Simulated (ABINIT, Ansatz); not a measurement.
# Quasiparticle gap of AgCl (Fm-3m) in ABINIT

How does a plane-wave GW calculation on AgCl (Fm-3m) run from the first input to the gap?

Program: ABINIT 10.8.3. Level of theory: PBE and many-body steps on it, plane waves. Results are calculated unless marked as measured.

Report form: the programs' logs are mostly left out.

## 1. The structure

It takes space group Fm-3m (No. 225, cubic). Conventional cell: a = 5.545 Å, b = 5.545 Å, c = 5.545 Å, α = 90.00°, β = 90.00°, γ = 90.00°. Nearest to Ag lie 6 Cl at 2.77 Å. Cl has 6 Ag at 2.77 Å nearest. Farther neighbours and most contacts between anions are not listed.

The cell and positions are those that the Materials Project relaxed with its own functionals (PBE, PBE+U or r2SCAN), kept fixed.

## 2. Ground state

This step: ABINIT 10.8.3; DFT, PBE, plane waves, norm-conserving pseudopotentials.

The ground-state density comes first.

Contents of run.abi:

```
acell 3*1.0 Angstrom
rprim 
  0.000000000000 2.772662996800 2.772662996800
  2.772662996800 0.000000000000 2.772662996800
  2.772662996800 2.772662996800 0.000000000000
ntypat 2
znucl 47 17
natom 2
typat 1 2
xred 
  0.000000000000 0.000000000000 0.000000000000
  0.500000000000 0.500000000000 0.500000000000
pp_dirpath "pseudos"
pseudos "Ag.upf, Cl.upf"
ecut 37
ngkpt 6 6 6
nshiftk 1
shiftk 0 0 0
kptopt 1
chksymbreak 0
nband 18
occopt 1
tolvrs 1e-10
nstep 60
prtwf 0
optforces 0
optstress 0
indata_prefix "in"
outdata_prefix "out"
tmpdata_prefix "tmp"
```

Command:

```sh
OMP_NUM_THREADS=1 mpirun -n 8 abinit run.abi > log
```

Elapsed: 12 s, on 8 MPI ranks of Arm Neoverse N1, shared host; peak memory 0.61 GiB; 99 s of CPU time.

This step gave:

| Property | Result |
| --- | --- |
| total energy | -4665.3388 eV |
| gap | 0.9127 eV |
| k of the valence top | 0.5, 0, 0 |
| k of the conduction bottom | 0, 0, 0 |
| least direct gap | 3.230 eV |

The gap is indirect, with the least direct gap 2.32 eV higher.

## 3. Bands along the symmetry lines

The cheap functional maps the bands first; the places of the edges decide which points the dearer methods must see.

Contents of run.abi:

```
acell 3*1.0 Angstrom
rprim 
  0.000000000000 2.772662996800 2.772662996800
  2.772662996800 0.000000000000 2.772662996800
  2.772662996800 2.772662996800 0.000000000000
ntypat 2
znucl 47 17
natom 2
typat 1 2
xred 
  0.000000000000 0.000000000000 0.000000000000
  0.500000000000 0.500000000000 0.500000000000
pp_dirpath "pseudos"
pseudos "Ag.upf, Cl.upf"
ecut 37
iscf -2
irdden 1
kptopt 0
nkpt 50
kpt 
  0.00000000 0.00000000 0.00000000
  0.06250000 0.00000000 0.06250000
  0.12500000 0.00000000 0.12500000
  0.18750000 0.00000000 0.18750000
  0.25000000 0.00000000 0.25000000
  0.31250000 0.00000000 0.31250000
  0.37500000 0.00000000 0.37500000
  0.43750000 0.00000000 0.43750000
  0.50000000 0.00000000 0.50000000
  0.51562500 0.03125000 0.51562500
  0.53125000 0.06250000 0.53125000
  0.54687500 0.09375000 0.54687500
  0.56250000 0.12500000 0.56250000
  0.57812500 0.15625000 0.57812500
  0.59375000 0.18750000 0.59375000
  0.60937500 0.21875000 0.60937500
  0.62500000 0.25000000 0.62500000
  0.37500000 0.37500000 0.75000000
  0.32812500 0.32812500 0.65625000
  0.28125000 0.28125000 0.56250000
  0.23437500 0.23437500 0.46875000
  0.18750000 0.18750000 0.37500000
  0.14062500 0.14062500 0.28125000
  0.09375000 0.09375000 0.18750000
  0.04687500 0.04687500 0.09375000
  0.00000000 0.00000000 0.00000000
  0.06250000 0.06250000 0.06250000
  0.12500000 0.12500000 0.12500000
  0.18750000 0.18750000 0.18750000
  0.25000000 0.25000000 0.25000000
  0.31250000 0.31250000 0.31250000
  0.37500000 0.37500000 0.37500000
  0.43750000 0.43750000 0.43750000
  0.50000000 0.50000000 0.50000000
  0.50000000 0.46875000 0.53125000
  0.50000000 0.43750000 0.56250000
  0.50000000 0.40625000 0.59375000
  0.50000000 0.37500000 0.62500000
  0.50000000 0.34375000 0.65625000
  0.50000000 0.31250000 0.68750000
  0.50000000 0.28125000 0.71875000
  0.50000000 0.25000000 0.75000000
  0.50000000 0.21875000 0.71875000
  0.50000000 0.18750000 0.68750000
  0.50000000 0.15625000 0.65625000
  0.50000000 0.12500000 0.62500000
  0.50000000 0.09375000 0.59375000
  0.50000000 0.06250000 0.56250000
  0.50000000 0.03125000 0.53125000
  0.50000000 0.00000000 0.50000000
istwfk *1
nband 20
nbdbuf 2
tolwfr 1e-08
nstep 40
prtwf 0
prtvol 0
indata_prefix "in"
outdata_prefix "out"
tmpdata_prefix "tmp"
```

Elapsed: 19 s, on 8 MPI ranks; peak memory 0.53 GiB.

Numbers from this step:

- gap: 0.9127 eV
- k of the valence top: 0.5, 0.5, 0.5
- k of the conduction bottom: 0, 0, 0
- least direct gap: 2.992 eV

The gap is 0.913 eV, as in the run before at this level.

Electronic bands along the path, in eV, zero at the top of the highest filled band:

| point | band 10 | band 11 | band 12 | band 13 | band 14 | band 15 | band 16 | band 17 |
| --- | --- | --- | --- | --- | --- | --- | --- | --- |
| Γ | -2.40 | -2.32 | -2.32 | -2.32 | 0.91 | 10.70 | 10.70 | 10.70 |
| halfway | -2.31 | -1.76 | -1.76 | -1.33 | 3.43 | 7.38 | 8.73 | 10.12 |
| X | -2.21 | -1.96 | -1.96 | -1.87 | 2.38 | 7.97 | 8.64 | 11.53 |
| halfway | -1.97 | -1.93 | -1.77 | -1.77 | 2.74 | 7.82 | 8.48 | 10.91 |
| U | -2.02 | -1.84 | -1.65 | -1.05 | 3.61 | 7.24 | 8.12 | 9.76 |
| jump to K | -2.02 | -1.84 | -1.65 | -1.05 | 3.61 | 7.24 | 8.12 | 9.76 |
| halfway | -2.15 | -1.71 | -1.71 | -0.24 | 3.77 | 7.32 | 8.06 | 8.75 |
| Γ | -2.40 | -2.32 | -2.32 | -2.32 | 0.91 | 10.70 | 10.70 | 10.70 |
| halfway | -2.26 | -2.00 | -0.80 | -0.80 | 2.94 | 7.79 | 9.13 | 9.13 |
| L | -2.08 | -1.76 | 0.00 | 0.00 | 4.24 | 6.54 | 7.62 | 7.62 |
| halfway | -2.07 | -1.83 | -0.99 | -0.48 | 4.97 | 5.67 | 8.07 | 8.48 |
| W | -1.99 | -1.96 | -1.96 | -1.18 | 4.19 | 7.87 | 7.87 | 7.99 |
| halfway | -1.97 | -1.96 | -1.94 | -1.47 | 3.10 | 7.81 | 8.34 | 9.74 |
| X | -2.21 | -1.96 | -1.96 | -1.87 | 2.38 | 7.97 | 8.64 | 11.53 |

## 4. Empty states on the mesh, 4×4×4 mesh, 103 bands

The sums over transitions need many empty states on a uniform mesh; this step solves for them.

Contents of run.abi:

```
acell 3*1.0 Angstrom
rprim 
  0.000000000000 2.772662996800 2.772662996800
  2.772662996800 0.000000000000 2.772662996800
  2.772662996800 2.772662996800 0.000000000000
ntypat 2
znucl 47 17
natom 2
typat 1 2
xred 
  0.000000000000 0.000000000000 0.000000000000
  0.500000000000 0.500000000000 0.500000000000
pp_dirpath "pseudos"
pseudos "Ag.upf, Cl.upf"
ecut 37
ngkpt 4 4 4
nshiftk 1
shiftk 0 0 0
kptopt 1
chksymbreak 0
irdden 1
istwfk *1
nband 103
prtvol 0
optdriver 6
gwr_task "HDIAGO"
paral_kgb 0
occopt 1
indata_prefix "in"
outdata_prefix "out"
tmpdata_prefix "tmp"
```

Elapsed: 51 s, on 8 MPI ranks; peak memory 4.6 GiB.

Numbers from this step:

```yaml
gap: 0.9128 eV
k_of_the_valence_top: 0.5, 0, 0
k_of_the_conduction_bottom: 0, 0, 0
least_direct_gap: 3.230 eV
k_points_computed: 8
lowest_point_of_the_top_converged_band_above_the_valence_top: 80.6275 eV
```

On this mesh the gap is 0.913 eV.

## 5. Screening, 4×4×4 mesh, 95 bands, screening to 149.7 eV

The RPA dielectric matrix is built and inverted for each q.

This step: RPA screening on PBE, plane waves, norm-conserving pseudopotentials.

run.abi, as its differences from that of step 4:

```diff
@@ -20,10 +20,11 @@
 chksymbreak 0
-irdden 1
 istwfk *1
-nband 103
-prtvol 0
-optdriver 6
-gwr_task "HDIAGO"
-paral_kgb 0
 occopt 1
+irdwfk 1
+optdriver 3
+nband 95
+ecuteps 5.5
+inclvkb 2
+awtr 1
+symchi 1
 indata_prefix "in"
```

Wall time 32 s (8 MPI ranks); peak memory 1.2 GiB.

Numbers from this step:

- ε∞ with local fields, on this mesh, along the program's q direction: 5.284
- the same without local fields: 5.736
- plasma frequency: 29.00 eV
- plane waves in the screening matrix: 169

Local fields lower ε∞ by 8 %. On a Γ-centred mesh this coarse the value itself is usually too large, while a short band sum pulls it down.

## 6. Self-energy, 4×4×4 mesh, 95 bands, screening to 149.7 eV

The self-energy is evaluated for the states that the input lists, and the levels follow from it, in one-shot runs by the linearised quasiparticle equation.

This step: G0W0 on PBE, plane waves, norm-conserving pseudopotentials.

run.abi, as its differences from that of step 5:

```diff
@@ -23,8 +23,17 @@
 irdwfk 1
-optdriver 3
+optdriver 4
 nband 95
+gwcalctyp 0
+ecutsigx 37
+symsigma 1
+nkptgw 2
+kptgw 
+  0.5000000000 0.0000000000 0.0000000000
+  0.0000000000 0.0000000000 0.0000000000
+bdgw 
+  12 15
+  11 17
 ecuteps 5.5
-inclvkb 2
-awtr 1
-symchi 1
+irdscr 1
+ppmodel 1
 indata_prefix "in"
```

Wall time 8.7 s (8 MPI ranks); peak memory 1.3 GiB; 68 s of CPU time.

This step gave:

```yaml
g0w0_gap_on_the_points_computed: 2.101 eV
starting_gap_on_the_mesh: 0.9128 eV
k_of_the_valence_top: 0.5, 0, 0
k_of_the_conduction_bottom: 0, 0, 0
z_at_the_valence_top: 0.799
z_at_the_conduction_bottom: 0.831
least_direct_g0w0_gap_on_the_computed_points: 4.645 eV
```

The gap on the mesh goes from 0.91 eV to 2.10 eV, a correction of +1.19 eV.

Limits: finite bands, cutoff and mesh; d shell near the gap, gap tends to lie low; no spin-orbit coupling; coarse k mesh. v1 is the top filled band, c1 the lowest empty one. Levels before and after the correction, in eV, zero at the valence-band top of each column:

```csv
,conduction bottom,valence top
Kohn-Sham,0.91,0.00
G0W0,2.10,0.00
```

```csv
,level,energy (eV)
Kohn-Sham,(0.5 0 0) v2-v1,0.000
Kohn-Sham,(0.5 0 0) c1,4.239
Kohn-Sham,(0.5 0 0) c2,6.542
Kohn-Sham,Γ v3-v1,-2.317
Kohn-Sham,Γ c1,0.913
Kohn-Sham,Γ c2-c4,10.700
G0W0,(0.5 0 0) v2-v1,0.000
G0W0,(0.5 0 0) c1,5.291
G0W0,(0.5 0 0) c2,8.206
G0W0,Γ v3-v1,-2.544
G0W0,Γ c1,2.101
G0W0,Γ c2-c4,12.314
```

## 7. Where the time went

Times are wall times on 8 MPI ranks of Arm Neoverse N1, shared host, good to a factor of about two.

```csv
step,time,share,memory (GiB)
ground state,12 s,10 %,0.61
bands along the symmetry lines,19 s,15 %,0.53
empty states on the mesh,51 s,42 %,4.6
screening,32 s,26 %,1.2
self-energy,8.7 s,7 %,1.3
```

## 8. Summary of results

```json
{"PBE gap": "0.91 eV, indirect", "G0W0 gap on the mesh": "2.10 eV", "GW settings": "4×4×4 mesh, 95 bands, screening to 149.7 eV, Godby-Needs plasmon pole", "known limits": "not at the basis limit; d shell near the gap, gap tends to lie low; no spin-orbit coupling; coarse k mesh"}
```

G0W0 moves the gap on the mesh from 0.91 eV to 2.10 eV (+1.19 eV), with Z of 0.80 and 0.83 at the edges. Local fields lower the RPA ε∞ on this mesh from 5.74 to 5.28; a Γ-centred mesh this coarse tends to raise both, most where the direct gap is narrow, while a short band sum lowers them. Only 2 of the mesh's irreducible points were corrected, so a valley elsewhere could overtake. The dearest step here is «empty states on the mesh». Bands and cutoff are finite, so the gap is not at the basis limit. The miss can reach some tenths of an eV and take either sign; the mesh is an error of its own. In the G0W0 run levels were corrected at 2 k points alone, so a gap called «on the mesh» is the least over those, and an edge elsewhere would be missed. The 4×4×4 mesh is coarse for this cell, which bears on the long-range parts of exchange and screening. A d shell, filled or nearly so, lies near the gap. One-shot GW converges very slowly in bands there, not always from below, and on a semilocal start the gap tends to come out low; starts rich in exact exchange can overshoot instead. The many-body steps are scalar-relativistic: spin-orbit coupling is not in them.

[Paths, hosts, dates, memory and timing lines, banners, echoed tables and standing remarks are left out of the program output.]

[Logs are printed without paths, hosts, clocks, repeated set-up lines and the standing remarks that a program may print on its own settings, such as how far it seeks lower states.]

[Runs of the session that timed out or met a known fault of the program may be left out.]

[Hosts, paths, dates, database ids (printed as entryN), source tags and the programs' standing remarks are cut or masked in the printed files.]

[G0W0 gaps are taken among the corrected bands and points alone; a level outside them can change the order at an edge.]

[Where Ansatz stands beside ABINIT at settings called matched, ABINIT's density can come from a denser mesh and the files from another edition; pairs whose starting gaps differed by over 0.03 eV were left out, so agreement reads better than it is.]
